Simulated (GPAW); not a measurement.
# GeBi3: optical spectrum from first principles

Aim: the dielectric function of GeBi3, and the optical constants that follow from it.

Calculated with GPAW 26.7.0; DFT, PBE, plane-wave PAW (GPAW data sets), scalar-relativistic, RPA, optical limit.

Report form: the programs' logs are mostly left out.

### Step 1. Starting point

Symmetry: Fm-3m, No. 225, cubic system. Conventional cell: a = 7.734 Å, b = 7.734 Å, c = 7.734 Å, α = 90.00°, β = 90.00°, γ = 90.00°. Nearest to Bi lie 8 Bi at 3.35 Å. Bi has 4 Ge at 3.35 Å and 4 Bi at 3.35 Å nearest. Nearest to Ge lie 8 Bi at 3.35 Å. Farther neighbours are not listed.

Coordinates:

```cif
data_structure
_symmetry_space_group_name_H-M 'Fm-3m'
_symmetry_Int_Tables_number 225
_cell_length_a 7.7336
_cell_length_b 7.7336
_cell_length_c 7.7336
_cell_angle_alpha 90.000
_cell_angle_beta 90.000
_cell_angle_gamma 90.000
_cell_volume 462.54
loop_
_atom_site_label
_atom_site_type_symbol
_atom_site_symmetry_multiplicity
_atom_site_Wyckoff_symbol
_atom_site_fract_x
_atom_site_fract_y
_atom_site_fract_z
_atom_site_occupancy
Bi1 Bi 4 b 0.50000 0.00000 0.00000 1
Bi2 Bi 8 c 0.25000 0.25000 0.75000 1
Ge1 Ge 4 a 0.00000 0.00000 0.00000 1
```

### Step 2. Ground state

The self-consistent density comes first; it also tells whether there is a gap, which decides the occupations and the need for a Drude term.

This step: DFT, PBE, plane-wave PAW (GPAW data sets), scalar-relativistic, ground state (GPAW 26.7.0).

Input file gs.py:

```python
from ase import Atoms
from ase.dft.bandgap import bandgap
from gpaw import GPAW, PW, FermiDirac

atoms = Atoms(['Bi', 'Bi', 'Bi', 'Ge'],
              cell=[[0.00000000, 3.86682100, 3.86682100],
                    [3.86682100, 0.00000000, 3.86682100],
                    [3.86682100, 3.86682100, 0.00000000]],
              scaled_positions=[[0.50000000, 0.50000000, 0.50000000],
                                [0.75000000, 0.75000000, 0.75000000],
                                [0.25000000, 0.25000000, 0.25000000],
                                [0.00000000, 0.00000000, 0.00000000]],
              pbc=[True, True, True])
atoms.calc = GPAW(mode=PW(450), xc='PBE', kpts={'size': (5, 5, 5), 'gamma': True},
                  occupations=FermiDirac(0.05), maxiter=150, txt='gs.txt')
print('energy (eV)', atoms.get_potential_energy())
print('Fermi level (eV)', atoms.calc.get_fermi_level())
print('valence electrons', atoms.calc.get_number_of_electrons())
print('gap (eV)', bandgap(atoms.calc, output=None)[0])
print('direct gap (eV)', bandgap(atoms.calc, direct=True, output=None)[0])
atoms.calc.write('gs.gpw')
```

Launch:

```console
OMP_NUM_THREADS=1 python gs.py
```

It took 15 s on 1 thread of Arm Neoverse V2, shared host; peak memory 0.17 GiB.

Numbers from this step:

```
energy       : -17.63 eV
Fermi energy : 7.688 eV
electrons    : 49
```

There are states at the Fermi level within the smearing, so the occupations stay smeared and the carriers get a Drude term.

### Step 3. Bands for the response

The response needs many more empty bands than the density does.

This step: DFT, PBE, plane-wave PAW (GPAW data sets), scalar-relativistic, bands at fixed density (GPAW 26.7.0).

Input file nscf.py:

```python
from ase.dft.bandgap import bandgap
from gpaw import GPAW, FermiDirac

calc = GPAW('gs.gpw').fixed_density(kpts={'size': (8, 8, 8), 'gamma': True}, nbands=47, convergence={'bands': 41},
                                    occupations=FermiDirac(0.05), txt='nscf.txt')
print('gap (eV)', bandgap(calc, output=None)[0])
print('direct gap (eV)', bandgap(calc, direct=True, output=None)[0])
calc.write('full.gpw', mode='all')
```

Launch:

```console
OMP_NUM_THREADS=1 python nscf.py
```

It took 61 s on 1 thread; peak memory 0.24 GiB.

### Step 4. Dielectric function, RPA

Transitions between filled and empty bands, summed over the zone, give the optical response, so mesh, band count and broadening shape it.

The induced potential is part of this response.

This step: DFT, PBE, plane-wave PAW (GPAW data sets), scalar-relativistic, RPA, optical limit (GPAW 26.7.0).

Input file df.py:

```python
from gpaw.response.df import DielectricFunction

df = DielectricFunction('full.gpw', frequencies={'type': 'nonlinear', 'domega0': 0.03, 'omega2': 8},
                        ecut=50,
                        eta=0.1,
                        nbands=41,
                        rate=0.05,
                        txt='df.txt')
for direction in ['x']:
    df.get_dielectric_function(xc='RPA', direction=direction, filename=f'df_{direction}.csv')
```

Launch:

```console
OMP_NUM_THREADS=1 python df.py
```

Run time: 17 s. Hardware: 1 thread; peak memory 0.43 GiB.

Some rows of df_x.csv (energy; Re and Im without local fields; Re and Im with them):

```text
0.000000, 71848.173187, -0.000000, 71832.092135, -0.000000
0.366838, -1361.204715, 498.740398, -1361.711491, 500.015703
0.747880, -351.046983, 102.610670, -351.759638, 102.984104
1.143969, -148.482054, 45.008958, -149.787322, 44.730789
1.556014, -80.819228, 18.744819, -81.789427, 18.243462
1.984998, -52.792121, 21.754272, -53.180153, 21.119996
2.431988, -34.592544, 15.429454, -35.331436, 14.359982
2.898142, -30.760647, 13.466776, -30.323640, 12.684815
3.384719, -25.351822, 12.359582, -24.270823, 12.118544
3.893091, -18.209236, 2.687275, -18.255568, 2.600435
4.424758, -10.176633, 4.404009, -10.383601, 3.704220
4.981356, -9.743197, 5.498343, -9.406019, 5.014229
5.564682, -8.529402, 4.851942, -8.104878, 4.478758
6.176709, -8.042671, 1.647674, -7.954010, 1.644365
6.819608, -5.736431, 2.092371, -5.574657, 1.934746
7.495775, -4.940994, 1.012927, -4.895185, 0.981810
8.207861, -3.787463, 0.778800, -3.756717, 0.712526
8.958808, -3.015330, 0.905515, -2.952957, 0.809202
```

Sum at mesh points, not converged in k. The Im ε, E ∥ x by photon energy; read off at these points:

| photon energy (eV) | Im ε, E ∥ x |
| --- | --- |
| 0.5 | 230 |
| 1.0 | 59.8 |
| 1.5 | 20.3 |
| 2.0 | 20.4 |
| 2.5 | 14.4 |
| 3.0 | 9.90 |
| 3.5 | 9.39 |
| 4.0 | 2.19 |
| 4.5 | 4.33 |
| 5.0 | 5.11 |
| 5.5 | 3.88 |
| 6.0 | 2.49 |
| 6.5 | 1.04 |
| 7.0 | 1.70 |
| 7.5 | 0.983 |
| 8.0 | 0.891 |
| 8.5 | 0.870 |
| 9.0 | 0.765 |
| 9.5 | 0.622 |

Values under 1 per cm are given as 1; sum at mesh points, not converged in k. Table of absorption coefficient, E ∥ x by photon energy:

photon energy (eV), log10 absorption coefficient, E ∥ x (1/cm) and a bar from the least value:
```
   0.4922        6.1 
   0.7479        6.2 ####
   1.0102        6.2 ####
   1.2454        6.2 #######
   1.4862        6.2 ######
   1.7326        6.1 #
   1.9850        6.2 ########
   2.2435        6.2 ##
   2.5083        6.2 #####
   2.7405        6.2 ############
   3.0178        6.2 #############
   3.2611        6.2 ##################
   3.5097        6.3 #############################
   3.7639        6.2 #########################
   3.9800        6.2 ###################
   4.2448        6.2 ##########
   4.5157        6.2 #######
   4.7463        6.2 ############
   4.9814        6.2 ###############
   5.2696        6.2 #######################
   5.5150        6.2 #################
   5.7654        6.3 ############################
   6.0209        6.3 ##############################
   6.2291        6.2 ##########################
   6.4942        6.2 ##################
   6.7648        6.2 ##################
   6.9854        6.2 ####################
   7.2665        6.2 ########################
   7.4958        6.2 #####################
   7.7290        6.2 ###################
   8.0263        6.2 ##################
   8.2689        6.2 ###############
   8.5159        6.2 ##########
   8.7673        6.2 ##############
   9.0232        6.2 ##############
   9.2183        6.2 ##########
   9.4826        6.2 ##########
   9.7519        6.2 #########
```

The reflectivity at normal incidence, E ∥ x has structure finer than the step of the table below, so its rows give means over 0.25 eV, whole bins alone (the curve runs from 0.305 to 9.75 eV). Peaks (eV: height): 2.938: 88.2, 3.980: 94.0, 5.318: 82.1, 6.387: 90.4, 8.269: 86.8, 9.088: 81.6.

Sum at mesh points, not converged in k. Reflectivity at normal incidence, E ∥ x against photon energy; means over each step:

| photon energy (eV) | reflectivity at normal incidence, E ∥ x (%) |
| --- | --- |
| 0.50 | 97.8 |
| 0.75 | 97.1 |
| 1.00 | 96.2 |
| 1.25 | 95.4 |
| 1.50 | 95.4 |
| 1.75 | 92.1 |
| 2.00 | 90.9 |
| 2.25 | 89.3 |
| 2.50 | 86.9 |
| 2.75 | 84.7 |
| 3.00 | 86.5 |
| 3.25 | 83.2 |
| 3.50 | 87.6 |
| 3.75 | 92.7 |
| 4.00 | 93.7 |
| 4.25 | 89.5 |
| 4.50 | 80.6 |
| 4.75 | 77.7 |
| 5.00 | 77.2 |
| 5.25 | 80.3 |
| 5.50 | 77.1 |
| 5.75 | 79.2 |
| 6.00 | 85.0 |
| 6.25 | 89.0 |
| 6.50 | 88.1 |
| 6.75 | 79.3 |
| 7.00 | 79.7 |
| 7.25 | 81.1 |
| 7.50 | 85.6 |
| 7.75 | 85.1 |
| 8.00 | 84.3 |
| 8.25 | 85.7 |
| 8.50 | 79.9 |
| 8.75 | 79.0 |
| 9.00 | 80.2 |
| 9.25 | 79.1 |
| 9.50 | 79.4 |

Sum at mesh points, not converged in k. Im ε, E ∥ x against photon energy; read off at these points:

| photon energy (eV) | without local fields | with local fields |
| --- | --- | --- |
| 0.50 | 229 | 230 |
| 0.75 | 102 | 102 |
| 1.00 | 59.6 | 59.8 |
| 1.25 | 40.8 | 40.3 |
| 1.50 | 20.8 | 20.3 |
| 1.75 | 22.6 | 21.8 |
| 2.00 | 21.0 | 20.4 |
| 2.25 | 16.0 | 15.0 |
| 2.50 | 15.7 | 14.4 |
| 2.75 | 18.6 | 17.0 |
| 3.00 | 10.8 | 9.90 |
| 3.25 | 13.6 | 12.7 |
| 3.50 | 9.13 | 9.39 |
| 3.75 | 3.84 | 3.84 |
| 4.00 | 2.31 | 2.19 |
| 4.25 | 2.94 | 2.58 |
| 4.50 | 5.11 | 4.33 |
| 4.75 | 5.62 | 5.09 |
| 5.00 | 5.57 | 5.11 |
| 5.25 | 4.26 | 4.14 |
| 5.50 | 4.26 | 3.88 |
| 5.75 | 3.88 | 3.85 |
| 6.00 | 2.43 | 2.49 |
| 6.25 | 1.45 | 1.44 |
| 6.50 | 1.13 | 1.04 |
| 6.75 | 2.21 | 1.99 |
| 7.00 | 1.82 | 1.70 |
| 7.25 | 1.67 | 1.66 |
| 7.50 | 1.01 | 0.983 |
| 7.75 | 0.990 | 0.920 |
| 8.00 | 0.980 | 0.891 |
| 8.25 | 0.723 | 0.653 |
| 8.50 | 1.05 | 0.870 |
| 8.75 | 0.969 | 0.866 |
| 9.00 | 0.857 | 0.765 |
| 9.25 | 0.881 | 0.750 |
| 9.50 | 0.712 | 0.622 |
| 9.75 | 0.701 | 0.599 |

Sum at mesh points, not converged in k. The loss function −Im 1/ε at q → 0, E ∥ x by energy loss; read off at these points:

| energy loss (eV) | loss function −Im 1/ε at q → 0, E ∥ x |
| --- | --- |
| 0.500 | 3.9e-4 |
| 0.750 | 7.7e-4 |
| 1.000 | 0.00142 |
| 1.250 | 0.00207 |
| 1.500 | 0.00233 |
| 1.750 | 0.00524 |
| 2.000 | 0.00638 |
| 2.250 | 0.00924 |
| 2.500 | 0.0119 |
| 2.750 | 0.0150 |
| 3.000 | 0.0127 |
| 3.250 | 0.0183 |
| 3.500 | 0.0129 |
| 3.750 | 0.00822 |
| 4.000 | 0.00812 |
| 4.250 | 0.0163 |
| 4.500 | 0.0356 |
| 4.750 | 0.0413 |
| 5.000 | 0.0438 |
| 5.250 | 0.0350 |
| 5.500 | 0.0485 |
| 5.565 | 0.0522 |
| 5.750 | 0.0397 |
| 6.000 | 0.0293 |
| 6.250 | 0.0237 |
| 6.500 | 0.0269 |
| 6.710 | 0.0599 |
| 6.750 | 0.0591 |
| 7.000 | 0.0531 |
| 7.250 | 0.0520 |
| 7.500 | 0.0396 |
| 7.750 | 0.0460 |
| 8.000 | 0.0529 |
| 8.250 | 0.0475 |
| 8.500 | 0.0848 |
| 8.578 | 0.0922 |
| 8.750 | 0.0838 |
| 9.000 | 0.0832 |
| 9.250 | 0.101 |
| 9.284 | 0.102 |
| 9.500 | 0.0981 |
| 9.617 | 0.111 |
| 9.750 | 0.108 |

At chosen wavelengths:

| wavelength (nm) | n | k | R (%) | 1/α |
| --- | --- | --- | --- | --- |
| 1550 | 2.30 | 17.715 | 97.2 | 7.0 nm |
| 532 | 1.42 | 6.205 | 87.2 | 6.8 nm |
| 405 | 1.07 | 4.961 | 85.2 | 6.5 nm |
| 365 | 1.18 | 5.081 | 84.6 | 5.7 nm |
| 308 | 0.27 | 3.986 | 93.9 | 6.1 nm |
| 248 | 0.80 | 3.186 | 76.1 | 6.2 nm |
| 193 | 0.20 | 2.581 | 90.2 | 6.0 nm |

A polished face would reflect 89 % of daylight and look near white (CIE x = 0.319, y = 0.334 under D65).

### Step 5. Summary of results

What this shows: At this level (PBE, RPA) GeBi3 is a metal. The mesh is too coarse to trust the carriers' weight, the reflectivity or the colour to better than tens of per cent. A polished face would reflect 89 % of daylight and look near white (CIE x = 0.319, y = 0.334 under D65). The carriers' damping of 0.05 eV is typed, not computed; it shapes the response at the lowest energies. Spin-orbit coupling is left out although heavy atoms are present. The curves end at 10 eV, about where the summed bands run out. GPAW's carrier term has the form −ωp²/(ω + i·rate)², which damps like twice the rate and fails at low energy, so the curves leave the lowest energies out. The sum runs over mesh points 0.18 Å⁻¹ apart with no interpolation, so peaks are partly noise of the mesh, and the Drude plasma energy, a sum over the Fermi surface, isn't converged.

[Machine, clock and banner lines and Python warnings are left out of the logs.]

[Logs are printed without paths, hosts, clocks, repeated set-up lines and the standing remarks that a program may print on its own settings, such as how far it seeks lower states.]

[Hosts, paths, dates, database ids (printed as entryN), source tags and the programs' standing remarks are cut or masked in the printed files.]
